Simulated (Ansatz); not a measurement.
# TiSi2: valence-band photoemission, part 3 of 3

Wanted: projected DOS of TiSi2, weighted into photoemission and X-ray emission spectra, at several levels of theory.

Ansatz 0.2.0; DFT, PBE, plane-wave PAW, default files, scalar-relativistic (the session's first sound run).

So far. Step 2 (Self-consistent run, DOS and bands): At the Fermi level the DOS is 2.18 states/eV a cell, and on the broadened curves Ti 3d holds 70 % of the total there.

The database entry behind the starting cell is an old determination (1939), so it need not match the best structure at ambient conditions.

## 5. A coarser DOS mesh

This step: DFT, PBE, plane-wave PAW, default files, scalar-relativistic (Ansatz 0.2.0).

A coarser mesh is cheaper; this run shows what it does to the DOS. The DOS is also smeared by Gaussians here, in place of tetrahedra.

input.yaml reads:

```yaml
crystal:
  lattice:
    - [0.0, 4.118, 4.2615]
    - [2.3865, 0.0, 4.2615]
    - [2.3865, 4.118, 0.0]
  atoms:
    - { symbol: Ti, position: [0.5, 0.5, 0.5] }
    - { symbol: Ti, position: [0.75, 0.75, 0.75] }
    - { symbol: Si, position: [0.833, 0.167, 0.833] }
    - { symbol: Si, position: [0.167, 0.833, 0.167] }
    - { symbol: Si, position: [0.417, 0.083, 0.417] }
    - { symbol: Si, position: [0.083, 0.417, 0.083] }
kpoints:
  mp_grid: { grid: [10, 10, 10] }
scf:
  occupations: { method: fermi_dirac, width: 0.05 }
  n_extra_bands: 16
hamiltonian:
  xc: pbe
  pseudopotentials: { kind: paw }
output:
  forces: true
  stress: true
  dos:
    projected: true
    de: 0.05
    e_range: [-30, 12]
    nscf_kmesh: { grid: [6, 6, 6] }
    method: { smearing: { sigma: 0.3, scheme: gaussian } }
```

The run is started by

```sh
$ ansatz run input.yaml --threads 2 --pin off --max-ram 4096MiB --backend cpu --events-out ev --progress --plain --runs-dir out
```

Numbers of over 12 decimals in the logs are rounded to 6 here.

Log:

```text
[...]
Crystal: 6 atoms, lattice volume = 83.761 Å³
Basis set: ecut = 420 eV, 1617 PW (Γ), exchange–correlation on 80×72×64 points (8 copies of the dense FFT grid, shifted against one another)
Bands: 36, of which v1, the nominal top of the filled ones, is band 20 counted from 1 (19 counted from 0)
Symmetry: 8 space group operations
[...]
k-points: 171 of 1000
[...]
SCF iter   1: F=—  HF=-7545.914463 eV  |F-HF|=—  |Δ(HF+E_count)|=         —  Δρ=4.12e-3  dr2=2.05e-2  ethr=1.77e-3  ⟨swp⟩=5.0  Hψ=27587  notcnv=0  defer=264
[...]
SCF iter   6: F=-7545.912146 eV  HF=-7545.912146 eV  |F-HF|=5.52e-10  |Δ(HF+E_count)|=   7.95e-9  Δρ=1.84e-6  dr2=2.19e-9  ethr=2.50e-10  ⟨swp⟩=8.1  Hψ=26118  notcnv=0
SCF 1 converged in 6 iterations: F = -7545.912146 eV  dr2 = 2.19e-9
[...]
SCF converged after 6 iterations
Free energy (F): -7545.912146 eV
[...]
Internal energy: -7545.895164 eV  (E = F + TS)
E sigma→0 (E₀):  -7545.903655 eV
Entropy (-TS):   -0.016982 eV (-2.830 meV/atom)
Fermi energy:    12.671599 eV
[...]
--- Forces (eV/Å), atoms counted from 1 ---
  atom   1  Ti     0.00000000     0.00000000     0.00000000
  atom   2  Ti     0.00000000     0.00000000     0.00000000
  atom   3  Si     0.00000000     0.20227022     0.00000000
  atom   4  Si     0.00000000    -0.20227022     0.00000000
  atom   5  Si     0.00000000    -0.20227022     0.00000000
  atom   6  Si     0.00000000     0.20227022     0.00000000
  max |Σ_I F_I| component: 5.55e-17 eV/Å
--- Stress (GPa, compression-positive) ---
        3.004480       0.000000       0.000000
        0.000000       1.732959       0.000000
        0.000000       0.000000       2.132909
  P = ⅓ Tr σ = 2.2901 GPa (22.901 kbar)
--- Band table (eV; the first three rows and the last of 171) ---
  k-point 0: bands = [... 16 lower, 10.4246, 10.7242, 10.9527, 11.1660, 11.7377, 14.6951, 15.8807, 15.9789, ... 12 higher]
  k-point 1: bands = [... 16 lower, 10.2548, 10.6734, 11.2060, 11.3403, 11.7154, 14.5874, 15.7467, 15.8264, ... 12 higher]
  k-point 2: bands = [... 16 lower, 10.7069, 10.9301, 11.4146, 11.5264, 12.0020, 14.2792, 15.4357, 15.5739, ... 12 higher]
  k-point 170: bands = [... 16 lower, 11.0655, 11.0655, 11.6385, 11.6385, 13.4792, 13.4792, 15.9023, 15.9023, ... 12 higher]
```

Elapsed: 15 s, on 2 threads of Arm Neoverse V2, shared host; peak memory 0.64 GiB; 29 s of CPU time.

This step gave:

```
free energy                                    : -7545.9121 eV
energy at zero smearing                        : -7545.9037 eV
smearing term TS                               : 0.01698 eV
Fermi energy                                   : 12.67 eV
pressure                                       : 2.290 GPa
share of occupied states in no projected shell : 0.0181 of the occupied states in the window
DOS at the Fermi level                         : 1.754 states/eV/cell
```

The DOS has structure finer than the step of the table below, so its rows give means over 1 eV, whole bins alone (the curve runs from -14.8 to 6.92 eV). Peaks (eV: height): total -1.4: 5.32, 1.1: 3.31, 2.7: 6.99, 4.1: 5.76; Si 3p -4.9: 1.48, -1.5: 2.26, 2.6: 1.19, 4.2: 1.83; Ti 3d -1.3: 2.74, 1.1: 2.44, 2.7: 4.58; Si 3s -10.8: 0.681, -9.2: 0.679, -8.2: 0.893, 2.8: 0.785; Ti 4s -11.8: 0.197, -4.6: 0.138, 4.0: 0.387, 5.5: 0.247.

* holds the states left over by the projection beside any projected weight of its own. DOS against E, zero at the Fermi level; means over each step; values in states/eV/cell:

| E (eV) | total | Si 3p | Ti 3d | Si 3s | Ti 4s | Ti 4p* |
| --- | --- | --- | --- | --- | --- | --- |
| -14 | 0 | 0 | 0 | 0 | 0 | 0 |
| -13 | 0.0449 | 0.00243 | 8.7e-5 | 0.0231 | 0.0190 | 1.0e-4 |
| -12 | 0.496 | 0.0713 | 0.00316 | 0.258 | 0.159 | 0.00384 |
| -11 | 0.998 | 0.262 | 0.0209 | 0.546 | 0.155 | 0.0147 |
| -10 | 0.996 | 0.331 | 0.0473 | 0.532 | 0.0697 | 0.0161 |
| -9 | 1.19 | 0.429 | 0.0873 | 0.587 | 0.0655 | 0.0173 |
| -8 | 1.56 | 0.558 | 0.171 | 0.732 | 0.0748 | 0.0195 |
| -7 | 1.22 | 0.455 | 0.154 | 0.544 | 0.0570 | 0.0154 |
| -6 | 1.34 | 0.503 | 0.173 | 0.569 | 0.0752 | 0.0215 |
| -5 | 1.87 | 1.19 | 0.240 | 0.295 | 0.117 | 0.0302 |
| -4 | 1.98 | 1.21 | 0.330 | 0.276 | 0.117 | 0.0405 |
| -3 | 2.86 | 1.72 | 0.625 | 0.337 | 0.0961 | 0.0808 |
| -2 | 4.00 | 2.15 | 1.45 | 0.220 | 0.0536 | 0.134 |
| -1 | 4.39 | 1.58 | 2.46 | 0.151 | 0.0307 | 0.172 |
| 0 | 2.00 | 0.463 | 1.39 | 0.0514 | 0.00988 | 0.0885 |
| 1 | 2.88 | 0.497 | 2.09 | 0.119 | 0.0276 | 0.150 |
| 2 | 3.29 | 0.764 | 2.02 | 0.307 | 0.0509 | 0.150 |
| 3 | 5.90 | 1.02 | 3.63 | 0.717 | 0.170 | 0.365 |
| 4 | 5.18 | 1.52 | 2.12 | 0.589 | 0.344 | 0.612 |
| 5 | 3.44 | 1.37 | 1.01 | 0.287 | 0.224 | 0.555 |
| 6 | 3.38 | 1.64 | 0.683 | 0.221 | 0.197 | 0.647 |

This run's widths, added to any smearing of the DOS itself: Gaussian 0.35 eV, Lorentzian 0.05 eV. Intensity against binding energy, zero at the Fermi level; values in % of the maximum within 13 eV:

| binding energy (eV) | 21.2 eV | 150 eV | 1486.7 eV | 9251.7 eV |
| --- | --- | --- | --- | --- |
| -1 | 0.438 | 0.442 | 0.483 | 0.212 |
| 0 | 25.3 | 23.9 | 18.2 | 4.66 |
| 1 | 96.2 | 94.6 | 85.3 | 26.5 |
| 2 | 58.0 | 64.1 | 85.7 | 37.7 |
| 3 | 27.5 | 35.2 | 76.4 | 50.8 |
| 4 | 14.7 | 20.6 | 54.8 | 41.1 |
| 5 | 12.8 | 19.9 | 60.1 | 45.9 |
| 6 | 8.80 | 14.3 | 73.3 | 72.2 |
| 7 | 8.05 | 13.2 | 67.9 | 66.5 |
| 8 | 9.78 | 16.9 | 93.8 | 93.3 |
| 9 | 5.28 | 10.7 | 69.2 | 70.0 |
| 10 | 3.55 | 8.32 | 61.2 | 63.5 |
| 11 | 2.45 | 7.83 | 69.3 | 76.5 |
| 12 | - | 3.23 | 34.5 | 41.5 |
| 13 | - | 0.200 | 2.05 | 2.51 |
| 14 | - | 0.0440 | 0.258 | 0.274 |

Maxima picked by a test of local sharpness, so broad peaks and shoulders can be missing; peaks within 0.45 eV of a curve's cut are left out. Valence peaks, by row:

| photon energy (eV) | binding energy (eV) | height (% of the maximum within 13 eV) | main shell | its share (%) |
| --- | --- | --- | --- | --- |
| 21.2 | 9.2 | 5.613 | Ti 3d | 59.53 |
| 21.2 | 8.1 | 10.06 | Ti 3d | 70.21 |
| 21.2 | 4.7 | 14.19 | Ti 3d | 74.06 |
| 21.2 | 1.2 | 100 | Ti 3d | 95.45 |
| 150 | 10.7 | 8.913 | Si 3s | 59.14 |
| 150 | 9.2 | 11.48 | Si 3s | 44.42 |
| 150 | 8.15 | 17.62 | Si 3s | 38.61 |
| 150 | 4.75 | 21.61 | Si 3p | 44.06 |
| 150 | 1.25 | 100 | Ti 3d | 84.81 |
| 1487 | 10.75 | 76.17 | Si 3s | 83.98 |
| 1487 | 9.2 | 74.33 | Si 3s | 83.1 |
| 1487 | 8.2 | 100 | Si 3s | 82.48 |
| 1487 | 6.35 | 74.72 | Si 3s | 80.54 |
| 1487 | 4.8 | 62.52 | Si 3s | 46.97 |
| 1487 | 3.25 | 79.78 | Si 3s | 46.13 |
| 1487 | 1.35 | 97.97 | Ti 3d | 43.16 |
| 9252 | 10.8 | 82.79 | Si 3s | 84.65 |
| 9252 | 9.2 | 75.51 | Si 3s | 90.05 |
| 9252 | 8.2 | 100 | Si 3s | 90.78 |
| 9252 | 6.35 | 73.92 | Si 3s | 89.6 |
| 9252 | 4.8 | 46.75 | Si 3s | 69.14 |
| 9252 | 3.35 | 55.76 | Si 3s | 72.88 |

Spectra as before, but with a recipe of its own (widths, and in some runs the light), which changes peak heights and what is resolved: Gaussian 0.35 eV, Lorentzian 0.05 eV plus 0 times the binding energy, linear light, analyser at 54.7°, Fermi edge at 300 K; some photon energies differ too.

Side by side:

| quantity | this run | base run | difference |
| --- | --- | --- | --- |
| DOS at the Fermi level (states/eV/cell) | 1.7541 | 2.1794 | -0.425 |

## 6. Another try

In this try the input is made faulty on purpose, to show what that does.

This step: DFT, pbe96, plane-wave PAW, default files, scalar-relativistic; changed: hamiltonian.xc = "pbe96", scf.max_iter = 50 (Ansatz 0.2.0).

Changes to input.yaml since step 5:

```diff
@@ -17,4 +17,5 @@
   n_extra_bands: 16
+  max_iter: 50
 hamiltonian:
-  xc: pbe
+  xc: pbe96
   pseudopotentials: { kind: paw }
@@ -27,3 +28,2 @@
     e_range: [-30, 12]
-    nscf_kmesh: { grid: [6, 6, 6] }
-    method: { smearing: { sigma: 0.3, scheme: gaussian } }
+    nscf_kmesh: { grid: [16, 16, 16] }
```

Log:

```text
Error: YAML parse error: error: line 20 column 7: hamiltonian.xc: unknown variant `pbe96`, expected one of `lda`, `lda-pw`, `pw92`, `pbe`, `pbesol`, `rpbe`, `revpbe`, `blyp`, `pbe0`, `revpbe0`, `b3lyp`, `b3lyp5`, `hse06`, `wpbeh`, `hiss`, `lc_wpbe`, `cam_b3lyp`, `hf`, `r2scan`, `r2scanh`, `r2scan0`, `r2scan50`, `mr2scan`
  --> <input>:20:7
   |
18 |   max_iter: 50
19 | hamiltonian:
20 |   xc: pbe96
   |       ^ hamiltonian.xc: unknown variant `pbe96`, expected one of `lda`, `lda-pw`, `pw92`, `pbe`, `pbesol`, `rpbe`, `revpbe`, `blyp`, `pbe0`, `revpbe0`, `b3lyp`, `b3lyp5`, `hse06`, `wpbeh`, `hiss`, `lc_wpbe`, `cam_b3lyp`, `hf`, `r2scan`, `r2scanh`, `r2scan0`, `r2scan50`, `mr2scan`
21 |   pseudopotentials: { kind: paw }
22 | output:
   |
```

The job ended after 0.02 s (2 threads; peak memory 0.022 GiB).

The input was rejected at the start.

The program's message: “Error: YAML parse error: error: line 20 column 7: hamiltonian.xc: unknown variant `pbe96`, expected one of `lda`, `lda-pw`, `pw92`, `pbe`, `pbesol`, `rpbe`, `revpbe`, `blyp`, `pbe0`, `revpbe0`, `b3lyp …”

The change that led to it: hamiltonian.xc = "pbe96".

## 7. Other settings

This step: DFT, PBE, plane-wave PAW, default files, scalar-relativistic; changed: kpoints.mp_grid.shift = [0.5, 0.5, 0.5], scf.algorithm = "density_mixing" (Ansatz 0.2.0).

Some settings are changed to see whether the read-outs move.

Changes to input.yaml since step 6:

```diff
@@ -13,3 +13,3 @@
 kpoints:
-  mp_grid: { grid: [10, 10, 10] }
+  mp_grid: { grid: [10, 10, 10], shift: [0.5, 0.5, 0.5] }
 scf:
@@ -17,5 +17,5 @@
   n_extra_bands: 16
-  max_iter: 50
+  algorithm: density_mixing
 hamiltonian:
-  xc: pbe96
+  xc: pbe
   pseudopotentials: { kind: paw }
```

Log:

```text
Warning: crystal.symmetry: narrowed to the stabiliser of the k-point mesh — unitary ops 8 → 2; excluded 6 operations that carry a point of the 10×10×10 mesh (shift [0.5, 0.5, 0.5]) off the mesh (the run samples exactly the mesh kpoints.mp_grid names, as under crystal.symmetry.detect: false, and its converged state has the mesh's symmetry, not the crystal's; ε∞, the Born charges and the force constants of a linear response (`dielectric:` by the response, `phonons.method: dfpt`) are averaged over those of the crystal's operations that the state keeps within a tolerance, where `mesh_tensors`, `unaveraged_element` or `gamma_mean_max_change_ev_ang2` stands beside them; [rest of the remark cut]
[...]
Crystal: 6 atoms, lattice volume = 83.761 Å³
Basis set: ecut = 420 eV, 1617 PW (Γ), exchange–correlation on 80×72×64 points (8 copies of the dense FFT grid, shifted against one another)
Bands: 36, of which v1, the nominal top of the filled ones, is band 20 counted from 1 (19 counted from 0)
Symmetry: 2 space group operations
k-points: 500 of 1000
[...]
SCF iter   1: F=—  HF=-7545.912605 eV  |F-HF|=—  |Δ(HF+E_count)|=         —  Δρ=4.20e-3  dr2=2.16e-2  ethr=1.77e-3  ⟨swp⟩=5.0  Hψ=80622  notcnv=0  defer=875
[...]
SCF iter   6: F=-7545.910036 eV  HF=-7545.910036 eV  |F-HF|=5.65e-10  |Δ(HF+E_count)|=   8.37e-9  Δρ=1.91e-6  dr2=2.37e-9  ethr=2.50e-10  ⟨swp⟩=8.4  Hψ=77000  notcnv=0
SCF 1 converged in 6 iterations: F = -7545.910036 eV  dr2 = 2.37e-9
[...]
SCF converged after 6 iterations
Free energy (F): -7545.910036 eV
[...]
Internal energy: -7545.891019 eV  (E = F + TS)
E sigma→0 (E₀):  -7545.900528 eV
Entropy (-TS):   -0.019017 eV (-3.170 meV/atom)
Fermi energy:    12.674968 eV
[...]
--- Forces (eV/Å), atoms counted from 1 ---
  atom   1  Ti    -0.00006743     0.00294503    -0.00263608
  atom   2  Ti     0.00006743    -0.00294503     0.00263608
  atom   3  Si     0.00241313     0.20104434    -0.00650563
  atom   4  Si    -0.00138144    -0.19985358    -0.00601914
  atom   5  Si    -0.00241313    -0.20104434     0.00650563
  atom   6  Si     0.00138144     0.19985358     0.00601914
  max |Σ_I F_I| component: 0.00e0 eV/Å
--- Stress (GPa, compression-positive) ---
        2.947722      -0.102134       0.042225
       -0.102134       1.630450      -0.003073
        0.042225      -0.003073       2.269241
  P = ⅓ Tr σ = 2.2825 GPa (22.825 kbar)
--- Band table (eV; the first three rows and the last of 500) ---
  k-point 0: bands = [... 16 lower, 10.3156, 10.7026, 11.0864, 11.1745, 11.7320, 14.6695, 15.8760, 15.9210, ... 12 higher]
  k-point 1: bands = [... 16 lower, 10.5309, 10.6301, 11.2672, 11.5954, 11.7289, 14.5439, 15.5971, 15.7044, ... 12 higher]
  k-point 2: bands = [... 16 lower, 11.0084, 11.1492, 11.5216, 11.6539, 12.2172, 14.2136, 15.3443, 15.3832, ... 12 higher]
  k-point 499: bands = [... 16 lower, 10.7151, 11.5487, 12.6206, 12.8582, 13.7071, 13.9686, 14.4841, 14.9199, ... 12 higher]
```

Run time: 2.1 min. Hardware: 2 threads; peak memory 2.6 GiB; 4.2 min of CPU time.

Numbers from this step:

```yaml
free_energy: -7545.9100 eV
energy_at_zero_smearing: -7545.9005 eV
smearing_term_ts: 0.01902 eV
symmetry_operations: 2
pressure: 2.282 GPa
dos_at_the_fermi_level: 2.180 states/eV/cell
```

The DOS has structure finer than the step of the table below, so its rows give means over 1 eV, whole bins alone (the curve runs from -14.1 to 7.03 eV). Peaks (eV: height): total -1.1: 5.71, 2.8: 8.29, 3.6: 5.78, 4.2: 6.34; Si 3p -4.7: 1.54, -2.1: 2.56, -1.6: 2.60, 4.2: 2.06; Ti 3d -1.1: 3.34, 1.3: 2.99, 2.8: 5.62, 3.6: 2.73; Si 3s -10.6: 0.832, -8.2: 0.887, 3.1: 0.941, 3.6: 0.830; Ti 4s -11.5: 0.182, -4.2: 0.142, 4.0: 0.512, 5.7: 0.246.

* holds the states left over by the projection beside any projected weight of its own. The DOS by E, zero at the Fermi level; means over each step; values in states/eV/cell:

| E (eV) | total | Si 3p | Ti 3d | Si 3s | Ti 4s | Ti 4p* |
| --- | --- | --- | --- | --- | --- | --- |
| -13 | 0.0114 | 2.7e-4 | 1.4e-5 | 0.00585 | 0.00521 | 1.0e-5 |
| -12 | 0.458 | 0.0587 | 0.00247 | 0.238 | 0.155 | 0.00319 |
| -11 | 0.985 | 0.251 | 0.0190 | 0.537 | 0.164 | 0.0142 |
| -10 | 0.953 | 0.310 | 0.0425 | 0.518 | 0.0663 | 0.0157 |
| -9 | 1.21 | 0.437 | 0.0861 | 0.597 | 0.0685 | 0.0175 |
| -8 | 1.62 | 0.576 | 0.176 | 0.762 | 0.0814 | 0.0204 |
| -7 | 1.11 | 0.421 | 0.136 | 0.490 | 0.0534 | 0.0139 |
| -6 | 1.45 | 0.516 | 0.188 | 0.648 | 0.0747 | 0.0232 |
| -5 | 1.71 | 1.10 | 0.217 | 0.260 | 0.108 | 0.0268 |
| -4 | 2.11 | 1.30 | 0.340 | 0.307 | 0.125 | 0.0420 |
| -3 | 2.69 | 1.62 | 0.583 | 0.310 | 0.100 | 0.0744 |
| -2 | 3.89 | 2.16 | 1.30 | 0.244 | 0.0525 | 0.129 |
| -1 | 4.51 | 1.64 | 2.52 | 0.143 | 0.0330 | 0.176 |
| 0 | 2.10 | 0.509 | 1.43 | 0.0613 | 0.0109 | 0.0913 |
| 1 | 3.02 | 0.508 | 2.21 | 0.111 | 0.0260 | 0.158 |
| 2 | 2.66 | 0.673 | 1.58 | 0.245 | 0.0393 | 0.116 |
| 3 | 6.12 | 1.02 | 3.86 | 0.728 | 0.155 | 0.350 |
| 4 | 5.32 | 1.51 | 2.21 | 0.620 | 0.358 | 0.614 |
| 5 | 3.49 | 1.37 | 1.05 | 0.311 | 0.212 | 0.548 |
| 6 | 3.39 | 1.60 | 0.696 | 0.215 | 0.217 | 0.661 |

Maxima picked by a test of local sharpness, so broad peaks and shoulders can be missing; peaks within 0.45 eV of a curve's cut are left out. Valence peaks, by row:

| photon energy (eV) | binding energy (eV) | height (% of the maximum within 13 eV) | main shell | its share (%) |
| --- | --- | --- | --- | --- |
| 21.2 | 7.9 | 9.637 | Ti 3d | 65.07 |
| 21.2 | 1.1 | 100 | Ti 3d | 94.77 |
| 150 | 7.95 | 16.46 | Si 3s | 40.22 |
| 150 | 6.05 | 17.14 | Ti 3d | 38.57 |
| 150 | 1.15 | 100 | Ti 3d | 83.88 |
| 1487 | 10.5 | 78.52 | Si 3s | 85.2 |
| 1487 | 8.05 | 100 | Si 3s | 84.14 |
| 1487 | 6.15 | 92.26 | Si 3s | 81.79 |
| 1487 | 1.35 | 99.46 | Ti 3d | 37.45 |
| 9252 | 10.5 | 83.41 | Si 3s | 86.86 |
| 9252 | 8.1 | 100 | Si 3s | 91.12 |
| 9252 | 6.15 | 90.47 | Si 3s | 90.31 |
| 9252 | 3.75 | 57.93 | Si 3s | 74.23 |

Spectra as before, but with a recipe of its own (widths, and in some runs the light), which changes peak heights and what is resolved: Gaussian 0.45 eV, Lorentzian 0.2 eV plus 0.05 times the binding energy, unpolarised light, analyser at 90°, Fermi edge at 300 K; some photon energies differ too.

The two runs compared:

| quantity | this run | base run | difference |
| --- | --- | --- | --- |
| DOS at the Fermi level (states/eV/cell) | 2.1803 | 2.1794 | 9.0e-4 |

The free energy moves by 0.4 meV an atom against the base run, the DOS at the Fermi level from 2.18 to 2.18 states/eV.

## 8. Summary of results

```json
{"least gap on the mesh and the path": "under 0.05 eV or none", "strongest listed peak within 13 eV of the zero, at 1486.7 eV": "8.1 eV binding, mostly Si 3s", "strongest listed peak within 13 eV of the zero, at 21.2 eV": "1.1 eV binding, mostly Ti 3d", "Ti 3d centre of the filled part": "-2.21 eV (3.2 states an atom)", "PBE (46 s on 2 threads)": "no clear gap, highest Al Kα peak within 13 eV at 8.1 eV (Si 3s)", "PBEsol (46 s on 2 threads)": "no clear gap, highest Al Kα peak within 13 eV at 8.1 eV (Si 3s)", "RPBE (47 s on 2 threads)": "no clear gap, highest Al Kα peak within 13 eV at 1.3 eV (Ti 3d)", "coarse-dos (15 s on 2 threads)": "no clear gap, highest Al Kα peak within 13 eV at 8.2 eV (Si 3s)", "other settings (2.1 min on 2 threads)": "no clear gap, highest Al Kα peak within 13 eV at 8.1 eV (Si 3s)"}
```

**Reading.** TiSi2 is without a gap at the base level, and its valence spectrum changes with photon energy as the shells' cross sections do. At 21.2 eV the valence spectrum has its highest listed peak within 10.8 eV at 1.1 eV (Ti 3d). At 1486.7 eV the valence spectrum has its highest listed peaks within 13 eV at 1.2 eV (mixed, Ti 3d leading), 2.0 eV (mixed, Si 3p leading), 6.0 eV (Si 3s), 8.1 eV (Si 3s) and 10.5 eV (Si 3s). The shell named is the one with most of the intensity, cross sections included, not always the one with most states there. In the main run, from 1486.7 eV towards hard X-rays the Si 3s share grows by 21 points, as its cross section falls more slowly with photon energy than those of the shells it gains on. At 21.2 eV the area is led by Ti 3d (88 %), at 8047.8 eV by Si 3s (81 %), since cross sections fall faster with photon energy for shells of higher angular momentum. These are Kohn–Sham levels; self-energy shifts and satellites are missing. Each run has its own recipe for the spectra (widths, photon energies, in some runs the light), so peak heights and places can differ between runs for that reason too.

[Logs are printed without paths, hosts, clocks, repeated set-up lines and the standing remarks that a program may print on its own settings, such as how far it seeks lower states.]

[Hosts, paths, dates, database ids (printed as entryN), source tags and the programs' standing remarks are cut or masked in the printed files.]

[Maps of the electrostatic potential energy from Ansatz leave out the sawtooth potential of an applied field or a dipole correction, so their vacuum need not be flat; work functions include it.]

[Peak lists hold at most the 14 tallest peaks of each spectrum; further lines can be left out.]
